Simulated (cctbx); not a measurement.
**A crystallographic session in cctbx: Tl3PSe3S**

Library: cctbx 2025.11. The data are simulated by the first script.

## 1. Simulate the data

run.py:

```python
from cctbx import adptbx, crystal, miller, sgtbx, xray
from cctbx.array_family import flex
from iotbx.shelx import hklf
from scitbx import matrix
import scitbx.random

cs = crystal.symmetry(unit_cell=(9.28, 11.046, 9.481, 90, 90, 90), space_group_symbol='Hall: -P 2ac 2n')  # Pnma
atoms = [  # label, site, U (iso, or U11 U22 U33 U12 U13 U23 in A^2), occupancy
    ("Tl1", (0.6011, 0.75, 0.8883), 0.0148, 1),
    ("Tl2", (0.9435, 0.9501, 0.1949), 0.0162, 1),
    ("Se1", (0.3045, 0.25, 0.7642), 0.0215, 1),
    ("Se2", (0.8406, 0.9118, 0.5349), 0.0199, 1),
    ("S1", (0.9936, 0.25, 0.0703), 0.0287, 1),
    ("P1", (0.716, 0.75, 0.4738), 0.0286, 1),
]
xs = xray.structure(crystal_symmetry=cs)
for label, site, u, occ in atoms:
    u = adptbx.u_cif_as_u_star(cs.unit_cell(), u) if isinstance(u, tuple) else u
    xs.add_scatterer(xray.scatterer(label, site=site, u=u, occupancy=occ))
xs.set_inelastic_form_factors(0.71073, "sasaki")
xs.show_summary()
p1 = xs.expand_to_p1()
ms = miller.build_set(p1, anomalous_flag=True, d_min=0.8)
flex.set_random_seed(206287)
scitbx.random.set_random_seed(206287)
ms = ms.select(flex.random_double(ms.size()) < 0.5)
i = ms.structure_factors_from_scatterers(p1, algorithm="direct").f_calc().as_intensity_array().data()
i = i * 70000 / flex.max(i)
sig = flex.sqrt(i + flex.pow2(0.015 * i) + 8 ** 2)
noise = scitbx.random.variate(scitbx.random.normal_distribution())(i.size())
data = ms.array(data=i + sig * noise, sigmas=sig).set_observation_type_xray_intensity()
with open("data.hkl", "w") as f:
    data.export_as_shelx_hklf(f)
print("reflections written:", data.size(), " <I/sigma> = %.1f" % flex.mean(data.data() / data.sigmas()))
for h, a, b in list(data.sort("data"))[:12]:
    print("%4d%4d%4d %9.1f %7.1f" % (h + (a, b)))
```

```console
$ python run.py
```

```text
Number of scatterers: 6
At special positions: 4
Unit cell: (9.28, 11.046, 9.481, 90, 90, 90)
Space group: P n m a (No. 62)
reflections written: 4033  <I/sigma> = 25.5
  -2   3   0   71187.5  1082.8
   2  -3   0   70473.0  1082.8
   2   3   0   69643.3  1082.8
  -4   0  -1   48587.8   751.2
   0  -6   0   48340.2   760.2
   4   0  -1   48296.0   751.2
  -4   0   1   47667.5   751.2
   4   0   1   47394.5   751.2
   0  -5   3   32196.6   510.5
   0   5  -3   32193.7   510.5
   0  -1   3   28491.5   452.9
   0   1   3   28067.8   452.9
```

It took 0.36 s on 1 thread of Arm Neoverse N1, on a shared host, peak memory 0.07 GiB.

## 2. Refinement (right model, isotropic)

run.py:

```python
import math
from cctbx import adptbx, crystal, maptbx, sgtbx, xray
from cctbx.array_family import flex
from cctbx.xray import observations
from iotbx.shelx import hklf
from scitbx.lstbx import normal_eqns_solving
from smtbx import absolute_structure, utils
from smtbx.refinement import constraints, least_squares

cs = crystal.symmetry(unit_cell=(9.28, 11.046, 9.481, 90, 90, 90), space_group_symbol='Hall: -P 2ac 2n')  # Pnma
atoms = [  # label, site, U (iso, or U11 U22 U33 U12 U13 U23 in A^2), occupancy
    ("Tl1", (0.6035, 0.75, 0.8871), 0.0200, 1),
    ("Tl2", (0.9504, 0.9509, 0.2024), 0.0200, 1),
    ("Se1", (0.3039, 0.25, 0.7619), 0.0200, 1),
    ("Se2", (0.8382, 0.9127, 0.5303), 0.0200, 1),
    ("S1", (0.9927, 0.25, 0.0699), 0.0200, 1),
    ("P1", (0.7122, 0.75, 0.4766), 0.0200, 1),
]
xs = xray.structure(crystal_symmetry=cs)
for label, site, u, occ in atoms:
    u = adptbx.u_cif_as_u_star(cs.unit_cell(), u) if isinstance(u, tuple) else u
    xs.add_scatterer(xray.scatterer(label, site=site, u=u, occupancy=occ))
xs.set_inelastic_form_factors(0.71073, "sasaki")
raw = hklf.reader(file_name="data.hkl").as_miller_arrays(crystal_symmetry=cs, anomalous=True)[0]
merged = raw.eliminate_sys_absent().merge_equivalents()
fo2 = merged.array().set_observation_type_xray_intensity()
print("Rint %.3f, %d unique reflections to %.2f A" % (merged.r_int(), fo2.size(), fo2.d_min()))
for sc in xs.scatterers():
    sc.flags.set_grad_site(True)
    sc.flags.set_grad_u_aniso(sc.flags.use_u_aniso())
    sc.flags.set_grad_u_iso(sc.flags.use_u_iso())
obs = fo2.as_xray_observations()
extra = {}
rep = constraints.reparametrisation(xs, [], utils.connectivity_table(xs), **extra)
ls = least_squares.crystallographic_ls(obs, rep, weighting_scheme=least_squares.mainstream_shelx_weighting(a=0, b=0))
print("cycle     R1     wR2    GooF  max shift (A)")
for cycle in range(8):
    ls.build_up()
    r1, wr2, goof = ls.r1_factor(cutoff_factor=2)[0], ls.wR2(), ls.goof()
    old = xs.sites_cart()
    normal_eqns_solving.levenberg_marquardt_iterations(ls, n_max_iterations=3, tau=1e-06, step_threshold=1e-7)
    big = flex.max((xs.sites_cart() - old).norms())
    print("%4d %7.4f %7.4f %7.3f %9.5f" % (cycle + 1, r1, wr2, goof, big))
    ls.build_up(objective_only=True)
    if abs(ls.wR2() - wr2) < 5e-5 and big < 5e-4:
        break
ls.build_up()
print("final R1 %.4f wR2 %.4f GooF %.3f  parameters %d  data/parameter %.1f" % (ls.r1_factor(cutoff_factor=2)[0], ls.wR2(), ls.goof(), ls.n_parameters, fo2.size() / ls.n_parameters))
cov = ls.covariance_matrix_and_annotations()
su = dict(zip(cov.annotations, (math.sqrt(max(v, 0)) for v in cov.matrix.matrix_packed_u_diagonal())))
a2 = cs.unit_cell().reciprocal_parameters()[0] ** -2
print("atom        x        y        z      Ueq    occ   su(xyz)  su(Uiso or U11)")
for sc in xs.scatterers():
    s = max(su.get(sc.label + k, 0) for k in (".x", ".y", ".z"))
    npd = "" if sc.is_positive_definite_u(cs.unit_cell()) else "  NPD"
    print("%-5s %8.5f %8.5f %8.5f %8.4f %6.3f %8.5f %7.4f%s" % ((sc.label,) + sc.site + (sc.u_iso_or_equiv(cs.unit_cell()), sc.occupancy, s, su.get(sc.label + ".uiso", su.get(sc.label + ".u11", 0) * a2), npd)))
fo = fo2.f_sq_as_f()
fc = fo.structure_factors_from_scatterers(xs, algorithm="direct").f_calc()
diff = fo.f_obs_minus_f_calc(1 / math.sqrt(ls.scale_factor()), fc).average_bijvoet_mates()
m = diff.fft_map(symmetry_flags=maptbx.use_space_group_symmetry, resolution_factor=0.25).apply_volume_scaling()
print("difference map: max %.2f min %.2f rms %.2f" % (m.statistics().max(), m.statistics().min(), m.statistics().sigma()))
peaks = m.peak_search(parameters=maptbx.peak_search_parameters(min_distance_sym_equiv=0.6, max_clusters=6)).all()
near = xs.closest_distances(peaks.sites(), distance_cutoff=4)
sps = cs.special_position_settings(min_distance_sym_equiv=0.5)
for k, (x, h) in enumerate(zip(peaks.sites(), peaks.heights())):
    ss = sps.site_symmetry(x)
    print("Q%-3d %7.4f %7.4f %7.4f %4d %7.2f  %.2f A from %s" % ((k + 1,) + tuple(t % 1 for t in ss.exact_site()) + (ss.multiplicity(), h, near.smallest_distances[k], xs.scatterers()[near.i_seqs[k]].label)))
```

```console
$ python run.py
```

```text
Rint 0.016, 1027 unique reflections to 0.80 A
cycle     R1     wR2    GooF  max shift (A)
   1  0.2345  0.5055  28.861   0.09608
   2  0.0078  0.0164   0.938   0.00035
final R1 0.0078 wR2 0.0164 GooF 0.938  parameters 20  data/parameter 51.4
atom        x        y        z      Ueq    occ   su(xyz)  su(Uiso or U11)
Tl1    0.60109  0.75000  0.88829   0.0148  1.000  0.00001  0.0000
Tl2    0.94351  0.95009  0.19490   0.0163  1.000  0.00001  0.0000
Se1    0.30449  0.25000  0.76416   0.0216  1.000  0.00004  0.0001
Se2    0.84060  0.91182  0.53497   0.0199  1.000  0.00003  0.0001
S1     0.99348  0.25000  0.07018   0.0289  1.000  0.00012  0.0002
P1     0.71609  0.75000  0.47379   0.0283  1.000  0.00013  0.0002
difference map: max 0.48 min -0.51 rms 0.12
Q1    0.0360  0.1489  0.8426    8    0.48  1.17 A from Tl2
Q2    0.1454  0.2500  0.5831    4    0.48  1.39 A from P1
Q3    0.1666  0.1690  0.6540    8    0.48  1.86 A from P1
Q4    0.1840  0.1151  0.3130    8    0.46  1.49 A from Se2
Q5    0.1200  0.1480  0.9912    8    0.44  1.79 A from S1
Q6    0.1640  0.2500  0.7197    4    0.42  1.37 A from Se1
```

Time: 0.53 s.

## 3. Refinement (right model, anisotropic)

run.py, as its changes from the last script of this kind:

```diff
@@ -12,6 +12,6 @@
-    ("Tl1", (0.6035, 0.75, 0.8871), 0.0200, 1),
-    ("Tl2", (0.9504, 0.9509, 0.2024), 0.0200, 1),
-    ("Se1", (0.3039, 0.25, 0.7619), 0.0200, 1),
-    ("Se2", (0.8382, 0.9127, 0.5303), 0.0200, 1),
-    ("S1", (0.9927, 0.25, 0.0699), 0.0200, 1),
-    ("P1", (0.7122, 0.75, 0.4766), 0.0200, 1),
+    ("Tl1", (0.60109, 0.75, 0.88829), 0.0148, 1),
+    ("Tl2", (0.94351, 0.95009, 0.1949), 0.0163, 1),
+    ("Se1", (0.30449, 0.25, 0.76416), 0.0216, 1),
+    ("Se2", (0.8406, 0.91182, 0.53497), 0.0199, 1),
+    ("S1", (0.99348, 0.25, 0.07018), 0.0289, 1),
+    ("P1", (0.71609, 0.75, 0.47379), 0.0283, 1),
@@ -23,0 +24 @@
+xs.convert_to_anisotropic()
```

```console
$ python run.py
```

```text
Rint 0.016, 1027 unique reflections to 0.80 A
cycle     R1     wR2    GooF  max shift (A)
   1  0.0078  0.0165   0.952   0.00023
   2  0.0077  0.0163   0.941   0.00000
final R1 0.0077 wR2 0.0163 GooF 0.941  parameters 42  data/parameter 24.5
atom        x        y        z      Ueq    occ   su(xyz)  su(Uiso or U11)
Tl1    0.60109  0.75000  0.88829   0.0148  1.000  0.00001  0.0001
Tl2    0.94350  0.95009  0.19490   0.0163  1.000  0.00001  0.0001
Se1    0.30449  0.25000  0.76416   0.0216  1.000  0.00004  0.0002
Se2    0.84059  0.91182  0.53497   0.0199  1.000  0.00003  0.0001
S1     0.99348  0.25000  0.07020   0.0289  1.000  0.00012  0.0005
P1     0.71608  0.75000  0.47379   0.0283  1.000  0.00013  0.0006
difference map: max 0.48 min -0.51 rms 0.12
Q1    0.0358  0.1485  0.8429    8    0.50  1.16 A from Tl2
Q2    0.1445  0.2500  0.5830    4    0.48  1.40 A from P1
Q3    0.1671  0.1695  0.6534    8    0.47  1.85 A from P1
Q4    0.1844  0.1151  0.3129    8    0.46  1.49 A from Se2
Q5    0.1192  0.1477  0.9907    8    0.44  1.79 A from S1
Q6    0.1643  0.2500  0.7207    4    0.41  1.36 A from Se1
```

Time: 0.51 s.

## 4. Refinement

run.py, as its changes from the last script of this kind:

```diff
@@ -17,0 +18 @@
+    ("P2", (0.405, 0.752, 0.552), 0.0300, 1),
@@ -24 +24,0 @@
-xs.convert_to_anisotropic()
@@ -38 +38 @@
-for cycle in range(8):
+for cycle in range(12):
```

```console
$ python run.py
```

```text
Rint 0.016, 1027 unique reflections to 0.80 A
cycle     R1     wR2    GooF  max shift (A)
   1  0.0645  0.1572   8.989   0.12392
   2  0.0136  0.0417   2.382   0.10190
   3  0.0091  0.0241   1.378   0.29449
   4  0.0090  0.0238   1.361   0.12919
   5  0.0089  0.0237   1.358   0.05935
   6  0.0089  0.0237   1.357   0.02839
   7  0.0089  0.0237   1.357   0.00870
   8  0.0089  0.0237   1.357   0.01351
   9  0.0089  0.0237   1.357   0.00608
  10  0.0089  0.0237   1.357   0.01053
  11  0.0089  0.0237   1.357   0.00684
  12  0.0089  0.0237   1.357   0.00939
final R1 0.0089 wR2 0.0237 GooF 1.357  parameters 23  data/parameter 44.7
atom        x        y        z      Ueq    occ   su(xyz)  su(Uiso or U11)
Tl1    0.60108  0.75000  0.88829   0.0149  1.000  0.00002  0.0001
Tl2    0.94351  0.95010  0.19490   0.0163  1.000  0.00002  0.0000
Se1    0.30448  0.25000  0.76415   0.0216  1.000  0.00006  0.0001
Se2    0.84059  0.91182  0.53497   0.0200  1.000  0.00004  0.0001
S1     0.99321  0.25000  0.07029   0.0290  1.000  0.00018  0.0003
P1     0.71604  0.75000  0.47378   0.0283  1.000  0.00018  0.0003
P2     0.38420  0.75000  0.50071   1.0000  1.000  0.00618  0.0399
difference map: max 0.51 min -0.86 rms 0.16
Q1    0.1665  0.1687  0.6543    8    0.52  1.86 A from P1
Q2    0.1452  0.2500  0.5833    4    0.51  1.40 A from P1
Q3    0.1840  0.1149  0.3129    8    0.50  1.49 A from Se2
Q4    0.2128  0.0207  0.3733    8    0.46  1.25 A from Se2
Q5    0.0825  0.5121  0.3677    8    0.46  1.61 A from Se2
Q6    0.0272  0.6589  0.4263    8    0.45  2.14 A from Tl1
```

Time: 0.96 s.

This run holds a fault made on purpose: spurious atom: P2.

## 5. Refinement

run.py, as its changes from the last script of this kind:

```diff
@@ -17,2 +16,0 @@
-    ("P1", (0.71609, 0.75, 0.47379), 0.0283, 1),
-    ("P2", (0.405, 0.752, 0.552), 0.0300, 1),
@@ -24,0 +23 @@
+xs.convert_to_anisotropic()
```

```console
$ python run.py
```

```text
Rint 0.016, 1027 unique reflections to 0.80 A
cycle     R1     wR2    GooF  max shift (A)
   1  0.0660  0.1591   9.159   0.01914
   2  0.0666  0.1573   9.054   0.00000
final R1 0.0666 wR2 0.1573 GooF 9.054  parameters 36  data/parameter 28.5
atom        x        y        z      Ueq    occ   su(xyz)  su(Uiso or U11)
Tl1    0.60102  0.75000  0.88840   0.0139  1.000  0.00014  0.0007
Tl2    0.94358  0.95018  0.19490   0.0152  1.000  0.00010  0.0005
Se1    0.30442  0.25000  0.76410   0.0213  1.000  0.00042  0.0019
Se2    0.84050  0.91197  0.53486   0.0191  1.000  0.00029  0.0012
S1     0.99149  0.25000  0.07070   0.0289  1.000  0.00117  0.0050
difference map: max 34.48 min -1.64 rms 0.93
Q1    0.2158  0.7500  0.0259    4   35.57  2.13 A from S1
Q2    0.1068  0.7500  0.6231    4    3.79  0.12 A from Tl1
Q3    0.0656  0.0656  0.8045    8    2.95  0.19 A from Tl2
Q4    0.0342  0.2500  0.0720    4    2.01  0.40 A from S1
Q5    0.1864  0.7500  0.2596    4    1.93  0.10 A from Se1
Q6    0.1509  0.1092  0.4751    8    1.59  0.26 A from Se2
```

Time: 0.52 s.

This run holds a fault made on purpose: atom left out: P1.

## 6. Refinement

run.py, as its changes from the last script of this kind:

```diff
@@ -12,5 +12,6 @@
-    ("Tl1", (0.60109, 0.75, 0.88829), 0.0148, 1),
-    ("Tl2", (0.94351, 0.95009, 0.1949), 0.0163, 1),
-    ("Se1", (0.30449, 0.25, 0.76416), 0.0216, 1),
-    ("Se2", (0.8406, 0.91182, 0.53497), 0.0199, 1),
-    ("S1", (0.99348, 0.25, 0.07018), 0.0289, 1),
+    ("Tl1", (0.5347, 0.75, 0.9078), 0.0200, 1),
+    ("Tl2", (0.9911, 0.9061, 0.1837), 0.0200, 1),
+    ("Se1", (0.2472, 0.25, 0.7114), 0.0200, 1),
+    ("Se2", (0.8515, 0.8419, 0.4716), 0.0200, 1),
+    ("S1", (0.9914, 0.25, 0.0992), 0.0200, 1),
+    ("P1", (0.7042, 0.75, 0.4385), 0.0200, 1),
@@ -23 +23,0 @@
-xs.convert_to_anisotropic()
@@ -37 +37 @@
-for cycle in range(12):
+for cycle in range(10):
@@ -41 +41 @@
-    normal_eqns_solving.levenberg_marquardt_iterations(ls, n_max_iterations=3, tau=1e-06, step_threshold=1e-7)
+    normal_eqns_solving.levenberg_marquardt_iterations(ls, n_max_iterations=3, tau=0.0001, step_threshold=1e-7)
```

```console
$ python run.py
```

```text
Rint 0.016, 1027 unique reflections to 0.80 A
cycle     R1     wR2    GooF  max shift (A)
   1  0.8499  0.9801  55.960   0.93092
   2  0.8030  0.9658  55.145   1.03402
   3  0.7927  0.9619  54.922   0.22404
   4  0.7988  0.9631  54.991   0.71094
   5  0.7922  0.9606  54.847   0.10711
   6  0.8042  0.9650  55.098   0.99712
   7  0.7868  0.9587  54.737   0.15796
   8  0.8036  0.9648  55.087   0.31523
   9  0.7857  0.9580  54.699   0.43274
  10  0.7834  0.9573  54.658   0.38498
final R1 0.7819 wR2 0.9565 GooF 54.611  parameters 20  data/parameter 51.4
atom        x        y        z      Ueq    occ   su(xyz)  su(Uiso or U11)
Tl1    0.56350  0.75000  0.91306   0.0001  1.000  0.00531  0.0089
Tl2    0.97900  0.90132  0.21260   0.0104  1.000  0.00375  0.0085
Se1    0.24886  0.25000  0.63683   0.0001  1.000  0.01232  0.0196
Se2    0.85901  0.82188  0.48697   0.0001  1.000  0.00842  0.0167
S1     1.24526  0.25000  0.06176   0.0001  1.000  0.02876  0.0467
P1     0.83761  0.75000  0.44958   0.0001  1.000  0.03027  0.0535
difference map: max 762.65 min -250.41 rms 50.52
Q1    0.0618  0.7500  0.5912    4  783.77  0.04 A from Tl1
Q2    0.0227  0.0988  0.7911    8  480.64  0.04 A from Tl2
Q3    0.1118  0.0515  0.8020    8  249.77  1.00 A from Tl2
Q4    0.0602  0.1484  0.5918    8  215.00  1.11 A from Se2
Q5    0.2488  0.2500  0.6305    4  198.17  0.06 A from Se1
Q6    0.0595  0.7500  0.3128    4  192.63  2.06 A from Tl2
```

It took 0.86 s on 1 thread of Arm Neoverse N1, with other jobs on the host, peak memory 0.09 GiB.

This run holds a fault made on purpose: start far from the minimum.

[Logs are printed without paths, hosts, clocks, repeated set-up lines and the standing remarks that a program may print on its own settings, such as how far it seeks lower states.]
